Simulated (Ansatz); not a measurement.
System: Bi2S2O (P4/nmm).

The structure is tetragonal, space group P4/nmm (No. 129). Conventional cell: a = 3.954 Å, b = 3.954 Å, c = 14.051 Å, α = 90.00°, β = 90.00°, γ = 90.00°. Bi has 5 S at 2.52 to 2.82 Å nearest. Nearest to Bi lie 4 O at 2.34 Å and 4 S at 3.12 Å. Nearest to S lie 4 Bi at 2.82 Å. Nearest to S lie 5 Bi at 2.52 to 3.12 Å. O has 4 Bi at 2.34 Å nearest. Farther neighbours and most contacts between anions are not listed.

```yaml
crystal:
  lattice:
    - [3.95410, 0.00000, 0.00000]
    - [0.00000, 3.95410, 0.00000]
    - [0.00000, 0.00000, 14.05058]
  atoms:
    - { symbol: Bi, position: [0.00000, 0.50000, 0.86650] }
    - { symbol: Bi, position: [0.50000, 0.00000, 0.13350] }
    - { symbol: Bi, position: [0.50000, 0.00000, 0.58909] }
    - { symbol: Bi, position: [0.00000, 0.50000, 0.41091] }
    - { symbol: S, position: [0.50000, 0.00000, 0.89431] }
    - { symbol: S, position: [0.00000, 0.50000, 0.10569] }
    - { symbol: S, position: [0.00000, 0.50000, 0.68749] }
    - { symbol: S, position: [0.50000, 0.00000, 0.31251] }
    - { symbol: O, position: [0.00000, 0.00000, 0.50000] }
    - { symbol: O, position: [0.50000, 0.50000, 0.50000] }
```

The cell and positions are those that the Materials Project relaxed with its own functionals (PBE, PBE+U or r2SCAN), kept fixed. Spin-orbit coupling is left out unless a run names it. PAW set soft_2, made with PBE.

Gaps computed with Ansatz 0.2.0 without a self-energy: r2SCAN 1.19 eV and PBE0 2.00 eV.

Estimate the G0W0@r2SCAN gap with 4×4×2 mesh, 1009 empty bands, screening to 160 eV, default PAW files.

About 1.38 eV: on its mesh the run moves the gap from 1.19 eV by +0.19 eV. Among the scalar-relativistic levels given, r2SCAN is nearest (−0.19 eV). Bands and cutoff are finite, so the gap is not at the basis limit. The miss can reach some tenths of an eV and take either sign; the mesh is an error of its own. The 4×4×2 mesh is coarse for this cell (its supercell is 16 Å along the shortest edge). The RPA ε∞ on it, from the r2SCAN start, is 8.05 and 21.87; such meshes misread the long-range screening, most where the gap is narrow. Where an edge is built on 6p states of lead, bismuth or thallium, scalar-relativistic gaps usually stand too wide, by a few tenths to over one eV. The many-body steps are scalar-relativistic: spin-orbit coupling is not in them.

[Paths, hosts, dates, memory and timing lines, banners, echoed tables and standing remarks are left out of the program output.]

[Logs are printed without paths, hosts, clocks, repeated set-up lines and the standing remarks that a program may print on its own settings, such as how far it seeks lower states.]

[Runs of the session that timed out or met a known fault of the program may be left out.]

[Cells called generated may have been cut or substituted from an entry of the Crystallography Open Database or the Materials Project.]

[Hosts, paths, dates, database ids (printed as entryN), source tags and the programs' standing remarks are cut or masked in the printed files.]
